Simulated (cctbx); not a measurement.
# ZnCr3C with cctbx, script by script

Library: cctbx 2025.11. The data are simulated by the first script.

## 1. Simulate the data

run.py:

```python
from cctbx import adptbx, crystal, miller, sgtbx, xray
from cctbx.array_family import flex
from iotbx.shelx import hklf
from scitbx import matrix
import scitbx.random

cs = crystal.symmetry(unit_cell=(3.886, 3.886, 3.886, 90, 90, 90), space_group_symbol='Hall: -P 4 2 3')  # Pm-3m
atoms = [  # label, site, U (iso, or U11 U22 U33 U12 U13 U23 in A^2), occupancy
    ("Zn1", (0, 0, 0), (0.0201, 0.0201, 0.0201, -0.0000, -0.0000, -0.0000), 1),
    ("Cr1", (0.5, 0, 0.5), (0.0255, 0.0116, 0.0255, -0.0000, 0.0000, 0.0000), 1),
    ("C1", (0.5, 0.5, 0.5), (0.0225, 0.0225, 0.0225, 0.0000, -0.0000, 0.0000), 1),
]
xs = xray.structure(crystal_symmetry=cs)
for label, site, u, occ in atoms:
    u = adptbx.u_cif_as_u_star(cs.unit_cell(), u) if isinstance(u, tuple) else u
    xs.add_scatterer(xray.scatterer(label, site=site, u=u, occupancy=occ))
xs.set_inelastic_form_factors(0.71073, "sasaki")
xs.show_summary()
p1 = xs.expand_to_p1()
ms = miller.build_set(p1, anomalous_flag=True, d_min=0.6)
flex.set_random_seed(177603)
scitbx.random.set_random_seed(177603)
ms = ms.select(flex.random_double(ms.size()) < 0.7)
i = ms.structure_factors_from_scatterers(p1, algorithm="direct").f_calc().as_intensity_array().data()
i = i * 20000 / flex.max(i)
sig = flex.sqrt(i + flex.pow2(0.015 * i) + 2 ** 2)
noise = scitbx.random.variate(scitbx.random.normal_distribution())(i.size())
data = ms.array(data=i + sig * noise, sigmas=sig).set_observation_type_xray_intensity()
with open("data.hkl", "w") as f:
    data.export_as_shelx_hklf(f)
print("reflections written:", data.size(), " <I/sigma> = %.1f" % flex.mean(data.data() / data.sigmas()))
for h, a, b in list(data.sort("data"))[:12]:
    print("%4d%4d%4d %9.1f %7.1f" % (h + (a, b)))
```

```console
$ python run.py
```

```text
Number of scatterers: 3
At special positions: 3
Unit cell: (3.886, 3.886, 3.886, 90, 90, 90)
Space group: P m -3 m (No. 221)
reflections written: 784  <I/sigma> = 12.1
  -1   1  -1   20345.3   331.7
  -2   0   0   20178.1   326.9
  -1  -1   1   20156.1   331.7
   0  -2   0   19923.0   326.9
   2   0   0   19920.8   326.9
   1  -1  -1   19839.5   331.7
   0   0  -2   19836.8   326.9
   1  -1   1   19792.7   331.7
   0   0   2   19525.1   326.9
   0   2   0   19427.3   326.9
   2   0   2   10705.3   188.1
   0  -2  -2   10612.1   188.1
```

Run time: 0.41 s on 1 thread of Arm Neoverse N1, with other jobs on the host, peak memory 0.07 GiB.

## 2. Symmetry

run.py:

```python
from cctbx import crystal, sgtbx, statistics
from cctbx.array_family import flex
from iotbx.shelx import hklf

p1 = crystal.symmetry(unit_cell=(3.886, 3.886, 3.886, 90, 90, 90), space_group_symbol="P 1")
raw = hklf.reader(file_name="data.hkl").as_miller_arrays(crystal_symmetry=p1, anomalous=True)[0]
print(raw.size(), "reflections to d = %.3f A" % raw.d_min())
isig = raw.data() / raw.sigmas()
print("centring   violations  <I/sigma> of those")
best = "P"
for c in "ABCIRF":
    a = raw.customized_copy(space_group_info=sgtbx.space_group_info("Hall: %s 1" % c)).sys_absent_flags().data()
    m = flex.mean(isig.select(a))
    print("%5s %10d of %5d %8.1f" % (c, (isig.select(a) > 4).count(True), a.count(True), m))
    if (isig.select(a) > 4).count(True) < 0.01 * a.count(True):
        best = c
raw = raw.select(~raw.customized_copy(space_group_info=sgtbx.space_group_info("Hall: %s 1" % best)).sys_absent_flags().data())
isig = raw.data() / raw.sigmas()
rows = []
for s in sgtbx.space_group_symbol_iterator():
    g = sgtbx.space_group(s)
    if g.conventional_centring_type_symbol() != best or not g.is_compatible_unit_cell(p1.unit_cell(), 1e-3, 0.02):
        continue
    rows.append((s, g))
print("Laue class    unique    Rint  (classes that these axes allow; Friedel mates merged)")
rint = {}
for s, g in rows:
    laue = g.build_derived_patterson_group()
    key = laue.type().hall_symbol()
    if key not in rint:
        m = raw.customized_copy(space_group_info=laue.info(), anomalous_flag=False).merge_equivalents()
        rint[key] = m.r_int()
        print("%-14s %6d %7.3f" % (laue.type().lookup_symbol(), m.array().size(), m.r_int()))
floor = min(rint.values())
good = [(s, g) for s, g in rows if rint[g.build_derived_patterson_group().type().hall_symbol()] < 2 * floor + 0.03]
top = max(g.build_derived_patterson_group().order_z() for s, g in good)
print("space group    extra absences  I>4sigma  <I/sigma>")
for s, g in good:
    laue = g.build_derived_patterson_group()
    if laue.order_z() != top:
        continue
    a = raw.customized_copy(space_group_info=g.info()).sys_absent_flags().data()
    a &= ~raw.customized_copy(space_group_info=laue.info()).sys_absent_flags().data()
    bad = (isig.select(a) > 4).count(True)
    if bad <= 0.03 * a.count(True):
        print("%-16s %8d %10d %9s  %s" % (s.universal_hermann_mauguin(), a.count(True), bad, "%.1f" % flex.mean(isig.select(a)) if a.count(True) else "-", "centric" if g.is_centric() else "acentric"))
laue = max(good, key=lambda t: t[1].build_derived_patterson_group().order_z())[1].build_derived_patterson_group()
f = raw.customized_copy(space_group_info=laue.info(), anomalous_flag=False).merge_equivalents().array().eliminate_sys_absent().f_sq_as_f()
f.set_observation_type_xray_amplitude()
bins = max(3, min(8, f.size() // 12))
f.setup_binner(n_bins=bins)
w = statistics.wilson_plot(f, {e: n / laue.order_z() for e, n in {'Zn': 1.0, 'Cr': 3.0, 'C': 1.0}.items()}, e_statistics=True)
print("Wilson B = %.2f A^2   <|E^2-1|> = %.3f (0.968 centric, 0.736 acentric)   E^2>4: %.1f %%" % (w.wilson_b, w.mean_e_sq_minus_1, w.percent_e_sq_gt_2))
print("shell (A)         n   <I/sigma>")
m = raw.customized_copy(space_group_info=laue.info(), anomalous_flag=False).merge_equivalents().array().eliminate_sys_absent()
for b in m.setup_binner(n_bins=bins).range_used():
    sel = m.binner().selection(b)
    print("%5.2f - %4.2f %6d %8.1f" % (min(m.binner().bin_d_range(b)[0] if m.binner().bin_d_range(b)[0] > 0 else 99, 99), m.binner().bin_d_range(b)[1], sel.count(True), flex.mean((m.data() / m.sigmas()).select(sel))))
```

```console
$ python run.py
```

```text
784 reflections to d = 0.607 A
centring   violations  <I/sigma> of those
    A        164 of   387      4.1
    B        166 of   392      4.1
    C        172 of   389      4.1
    I        201 of   409     10.8
    R        295 of   518     12.3
    F        251 of   584      4.1
Laue class    unique    Rint  (classes that these axes allow; Friedel mates merged)
P -1              516   0.013
P 1 2/m 1         317   0.016
P 1 1 2/m         313   0.016
P 2/m 1 1         314   0.016
P m m m           197   0.017
P 4/m             163   0.019
P 4/m m m         112   0.019
R -3 :R           191   0.018
R -3 m :R         120   0.019
P m -3             68   0.020
P m -3 m           48   0.020
space group    extra absences  I>4sigma  <I/sigma>
P 4 3 2                 0          0         -  acentric
P -4 3 m                0          0         -  acentric
P m -3 m                0          0         -  centric
Wilson B = 1.56 A^2   <|E^2-1|> = 0.883 (0.968 centric, 0.736 acentric)   E^2>4: 0.0 %
shell (A)         n   <I/sigma>
 3.89 - 0.96     15     72.3
 0.96 - 0.76     11     51.6
 0.76 - 0.67     10     34.9
 0.67 - 0.61     12     35.2
```

Time: 0.64 s.

## 3. Charge flipping

run.py:

```python
import itertools
from cctbx import crystal, maptbx
from cctbx.array_family import flex
from iotbx.shelx import hklf
from smtbx.ab_initio import charge_flipping as cf

cs = crystal.symmetry(unit_cell=(3.886, 3.886, 3.886, 90, 90, 90), space_group_symbol='Hall: -P 4 2 3')  # Pm-3m
raw = hklf.reader(file_name="data.hkl").as_miller_arrays(crystal_symmetry=cs, anomalous=True)[0]
merged = raw.eliminate_sys_absent().merge_equivalents()
fo2 = merged.array().set_observation_type_xray_intensity()
f = fo2.average_bijvoet_mates().f_sq_as_f().resolution_filter(d_min=0.8)
p1 = f.expand_to_p1()
work = p1
flex.set_random_seed(97595)
it = cf.weak_reflection_improved_iterator(delta=None, weak_reflection_fraction=0.2)
it.start(work, phases=flex.random_double(p1.size()) * 6.2832, f_000=0)
it.delta = 1 * it.rho_map.sigma()
print("cycle      R  skewness")
for n, st in enumerate(itertools.islice(it, 150)):
    if n % 12 == 0:
        print("%5d %6.3f %8.2f" % (n, st.r1_factor(), st.rho_map.skewness()))
rho = p1.phase_transfer(it.f_calc).fft_map().apply_volume_scaling()
polish = cf.low_density_elimination_iterator(constant_rho_c=rho.sigma())
polish.start(f_obs=p1, phases=it.f_calc, f_000=0)
for _ in range(8):
    next(polish)
print("origin shift          correlation  skewness")
maps = []
for fc, shift, cc in itertools.islice(cf.f_calc_symmetrisations(f, polish.f_calc, 0), 4):
    m = f.phase_transfer(fc).fft_map(symmetry_flags=maptbx.use_space_group_symmetry, resolution_factor=0.25).apply_sigma_scaling()
    maps.append((m.skewness(), cc, m))
    print("%6.3f %6.3f %6.3f %10.3f %9.2f" % (tuple(shift) + (cc, m.skewness())))
skew, cc, m = max((t for t in maps if t[1] > maps[0][1] - 0.04), key=lambda t: t[0])
print("taken: symmetry correlation %.3f, skewness %.2f" % (cc, skew))
peaks = m.peak_search(parameters=maptbx.peak_search_parameters(min_distance_sym_equiv=0.9, max_clusters=8)).all()
sps = cs.special_position_settings(min_distance_sym_equiv=0.5)
print("peak      x       y       z  mult  height/sigma")
for k, (x, h) in enumerate(zip(peaks.sites(), peaks.heights())):
    ss = sps.site_symmetry(x)
    print("Q%-3d %7.4f %7.4f %7.4f %4d %8.1f" % ((k + 1,) + tuple(t % 1 for t in ss.exact_site()) + (ss.multiplicity(), h)))
```

```console
$ python run.py
```

```text
cycle      R  skewness
    0  0.695     0.52
   12  0.269     4.00
   24  0.221     3.80
   36  0.214     3.74
   48  0.201     3.77
   60  0.204     3.71
   72  0.197     3.72
   84  0.181     3.57
   96  0.198     3.53
  108  0.230     3.62
  120  0.245     3.53
  132  0.234     3.52
  144  0.192     3.54
origin shift          correlation  skewness
 0.196  0.255  0.016      0.976      0.55
 0.196  0.755  0.516      0.976      0.48
 0.259  0.145  0.690      0.974      0.48
 0.259  0.645  0.690      0.974      0.45
taken: symmetry correlation 0.976, skewness 0.55
peak      x       y       z  mult  height/sigma
Q1    0.0000  0.0000  0.0000    1      4.0
Q2    0.0000  0.2138  0.5000   12      3.3
Q3    0.0000  0.0000  0.3018    6      3.2
Q4    0.0000  0.5000  0.5000    3      2.6
Q5    0.2950  0.5000  0.5000    6      2.2
```

Time: 1.2 s.

## 4. Charge flipping

run.py, as its changes from the last script of this kind:

```diff
@@ -13,2 +13,3 @@
-work = p1
-flex.set_random_seed(97595)
+p1.setup_binner_counting_sorted(reflections_per_bin=max(40, p1.size() // 12))
+work = p1.array(data=p1.data() / p1.amplitude_quasi_normalisations().data())
+flex.set_random_seed(97596)
@@ -19,2 +20,2 @@
-for n, st in enumerate(itertools.islice(it, 150)):
-    if n % 12 == 0:
+for n, st in enumerate(itertools.islice(it, 300)):
+    if n % 25 == 0:
```

```console
$ python run.py
```

```text
cycle      R  skewness
    0  0.748     0.12
   25  0.254     3.69
   50  0.253     3.49
   75  0.280     3.62
  100  0.292     3.49
  125  0.265     3.53
  150  0.294     3.37
  175  0.284     3.55
  200  0.259     3.41
  225  0.306     3.61
  250  0.293     3.61
  275  0.334     3.75
origin shift          correlation  skewness
 0.330  0.483  0.869      1.000      5.40
 0.330  0.484  0.372      1.000      5.17
 0.331 -0.026  0.874      1.000      5.19
 0.338 -0.016  0.363      1.000      5.12
taken: symmetry correlation 1.000, skewness 5.40
peak      x       y       z  mult  height/sigma
Q1    0.0000  0.0000  0.0000    1     12.2
Q2    0.0000  0.5000  0.5000    3      8.9
Q3    0.5000  0.5000  0.5000    1      1.0
Q4    0.0000  0.1880  0.5000   12      0.4
Q5    0.0000  0.0000  0.3049    6      0.3
Q6    0.1728  0.1728  0.1728    8      0.3
Q7    0.0000  0.2907  0.2907   12      0.0
```

Time: 1.3 s.

## 5. Refinement (model from the peaks)

run.py:

```python
import math
from cctbx import adptbx, crystal, maptbx, sgtbx, xray
from cctbx.array_family import flex
from cctbx.xray import observations
from iotbx.shelx import hklf
from scitbx.lstbx import normal_eqns_solving
from smtbx import absolute_structure, utils
from smtbx.refinement import constraints, least_squares

cs = crystal.symmetry(unit_cell=(3.886, 3.886, 3.886, 90, 90, 90), space_group_symbol='Hall: -P 4 2 3')  # Pm-3m
atoms = [  # label, site, U (iso, or U11 U22 U33 U12 U13 U23 in A^2), occupancy
    ("Zn1", (0, 0, 0), 0.0200, 1),
    ("Cr1", (0, 0.5, 0.5), 0.0200, 1),
    ("C1", (0.5, 0.5, 0.5), 0.0200, 1),
]
xs = xray.structure(crystal_symmetry=cs)
for label, site, u, occ in atoms:
    u = adptbx.u_cif_as_u_star(cs.unit_cell(), u) if isinstance(u, tuple) else u
    xs.add_scatterer(xray.scatterer(label, site=site, u=u, occupancy=occ))
xs.set_inelastic_form_factors(0.71073, "sasaki")
raw = hklf.reader(file_name="data.hkl").as_miller_arrays(crystal_symmetry=cs, anomalous=True)[0]
merged = raw.eliminate_sys_absent().merge_equivalents()
fo2 = merged.array().set_observation_type_xray_intensity()
print("Rint %.3f, %d unique reflections to %.2f A" % (merged.r_int(), fo2.size(), fo2.d_min()))
for sc in xs.scatterers():
    sc.flags.set_grad_site(True)
    sc.flags.set_grad_u_aniso(sc.flags.use_u_aniso())
    sc.flags.set_grad_u_iso(sc.flags.use_u_iso())
obs = fo2.as_xray_observations()
extra = {}
rep = constraints.reparametrisation(xs, [], utils.connectivity_table(xs), **extra)
ls = least_squares.crystallographic_ls(obs, rep, weighting_scheme=least_squares.mainstream_shelx_weighting(a=0, b=0))
print("cycle     R1     wR2    GooF  max shift (A)")
for cycle in range(6):
    ls.build_up()
    r1, wr2, goof = ls.r1_factor(cutoff_factor=2)[0], ls.wR2(), ls.goof()
    old = xs.sites_cart()
    normal_eqns_solving.levenberg_marquardt_iterations(ls, n_max_iterations=3, tau=0.0001, step_threshold=1e-7)
    big = flex.max((xs.sites_cart() - old).norms())
    print("%4d %7.4f %7.4f %7.3f %9.5f" % (cycle + 1, r1, wr2, goof, big))
    ls.build_up(objective_only=True)
    if abs(ls.wR2() - wr2) < 5e-5 and big < 5e-4:
        break
ls.build_up()
print("final R1 %.4f wR2 %.4f GooF %.3f  parameters %d  data/parameter %.1f" % (ls.r1_factor(cutoff_factor=2)[0], ls.wR2(), ls.goof(), ls.n_parameters, fo2.size() / ls.n_parameters))
cov = ls.covariance_matrix_and_annotations()
su = dict(zip(cov.annotations, (math.sqrt(max(v, 0)) for v in cov.matrix.matrix_packed_u_diagonal())))
a2 = cs.unit_cell().reciprocal_parameters()[0] ** -2
print("atom        x        y        z      Ueq    occ   su(xyz)  su(Uiso or U11)")
for sc in xs.scatterers():
    s = max(su.get(sc.label + k, 0) for k in (".x", ".y", ".z"))
    npd = "" if sc.is_positive_definite_u(cs.unit_cell()) else "  NPD"
    print("%-5s %8.5f %8.5f %8.5f %8.4f %6.3f %8.5f %7.4f%s" % ((sc.label,) + sc.site + (sc.u_iso_or_equiv(cs.unit_cell()), sc.occupancy, s, su.get(sc.label + ".uiso", su.get(sc.label + ".u11", 0) * a2), npd)))
fo = fo2.f_sq_as_f()
fc = fo.structure_factors_from_scatterers(xs, algorithm="direct").f_calc()
diff = fo.f_obs_minus_f_calc(1 / math.sqrt(ls.scale_factor()), fc).average_bijvoet_mates()
m = diff.fft_map(symmetry_flags=maptbx.use_space_group_symmetry, resolution_factor=0.25).apply_volume_scaling()
print("difference map: max %.2f min %.2f rms %.2f" % (m.statistics().max(), m.statistics().min(), m.statistics().sigma()))
peaks = m.peak_search(parameters=maptbx.peak_search_parameters(min_distance_sym_equiv=0.6, max_clusters=5)).all()
near = xs.closest_distances(peaks.sites(), distance_cutoff=4)
sps = cs.special_position_settings(min_distance_sym_equiv=0.5)
for k, (x, h) in enumerate(zip(peaks.sites(), peaks.heights())):
    ss = sps.site_symmetry(x)
    print("Q%-3d %7.4f %7.4f %7.4f %4d %7.2f  %.2f A from %s" % ((k + 1,) + tuple(t % 1 for t in ss.exact_site()) + (ss.multiplicity(), h, near.smallest_distances[k], xs.scatterers()[near.i_seqs[k]].label)))
```

```console
$ python run.py
```

```text
Rint 0.020, 48 unique reflections to 0.61 A
cycle     R1     wR2    GooF  max shift (A)
   1  0.0635  0.1600  12.348   0.00000
   2  0.0623  0.1478  11.411   0.00000
final R1 0.0623 wR2 0.1478 GooF 11.411  parameters 3  data/parameter 16.0
atom        x        y        z      Ueq    occ   su(xyz)  su(Uiso or U11)
Zn1    0.00000  0.00000  0.00000   0.0217  1.000  0.00000  0.0011
Cr1    0.00000  0.50000  0.50000   0.0197  1.000  0.00000  0.0008
C1     0.50000  0.50000  0.50000   0.0256  1.000  0.00000  0.0075
difference map: max 5.09 min -5.01 rms 0.59
Q1    0.0000  0.0000  0.0000    1    5.09  0.00 A from Zn1
Q2    0.0000  0.5000  0.5000    3    3.22  0.00 A from Cr1
Q3    0.0000  0.1576  0.1576   12    1.02  0.87 A from Zn1
Q4    0.0959  0.2360  0.5000   24    0.88  1.09 A from Cr1
Q5    0.1802  0.4183  0.4183   24    0.87  0.83 A from Cr1
```

Time: 0.59 s.

Figures of merit this high mean that the model is still wrong or incomplete.

## 6. Refinement (anisotropic displacement)

run.py, as its changes from the last script of this kind:

```diff
@@ -12,3 +12,3 @@
-    ("Zn1", (0, 0, 0), 0.0200, 1),
-    ("Cr1", (0, 0.5, 0.5), 0.0200, 1),
-    ("C1", (0.5, 0.5, 0.5), 0.0200, 1),
+    ("Zn1", (0, 0, 0), 0.0217, 1),
+    ("Cr1", (0, 0.5, 0.5), 0.0197, 1),
+    ("C1", (0.5, 0.5, 0.5), 0.0256, 1),
@@ -20,0 +21 @@
+xs.convert_to_anisotropic()
@@ -34 +35 @@
-for cycle in range(6):
+for cycle in range(8):
@@ -38 +39 @@
-    normal_eqns_solving.levenberg_marquardt_iterations(ls, n_max_iterations=3, tau=0.0001, step_threshold=1e-7)
+    normal_eqns_solving.levenberg_marquardt_iterations(ls, n_max_iterations=3, tau=1e-06, step_threshold=1e-7)
@@ -59 +60 @@
-peaks = m.peak_search(parameters=maptbx.peak_search_parameters(min_distance_sym_equiv=0.6, max_clusters=5)).all()
+peaks = m.peak_search(parameters=maptbx.peak_search_parameters(min_distance_sym_equiv=0.6, max_clusters=6)).all()
```

```console
$ python run.py
```

```text
Rint 0.020, 48 unique reflections to 0.61 A
cycle     R1     wR2    GooF  max shift (A)
   1  0.0623  0.1478  11.540   0.00000
   2  0.0051  0.0100   0.784   0.00000
final R1 0.0051 wR2 0.0100 GooF 0.784  parameters 4  data/parameter 12.0
atom        x        y        z      Ueq    occ   su(xyz)  su(Uiso or U11)
Zn1    0.00000  0.00000  0.00000   0.0201  1.000  0.00000  0.0001
Cr1    0.00000  0.50000  0.50000   0.0208  1.000  0.00000  0.0001
C1     0.50000  0.50000  0.50000   0.0243  1.000  0.00000  0.0005
difference map: max 0.17 min -0.14 rms 0.04
Q1    0.0000  0.0000  0.1725    6    0.17  0.67 A from Zn1
Q2    0.2378  0.3701  0.5000   24    0.11  1.05 A from Cr1
Q3    0.0000  0.3117  0.5000   12    0.10  0.73 A from Cr1
Q4    0.1755  0.1755  0.1755    8    0.10  1.18 A from Zn1
Q5    0.0000  0.0000  0.3586    6    0.09  1.39 A from Zn1
Q6    0.3635  0.3635  0.3635    8    0.09  0.92 A from C1
```

Run time: 0.64 s on 1 thread of Arm Neoverse N1, with other jobs on the host, peak memory 0.09 GiB.

[Logs are printed without paths, hosts, clocks, repeated set-up lines and the standing remarks that a program may print on its own settings, such as how far it seeks lower states.]
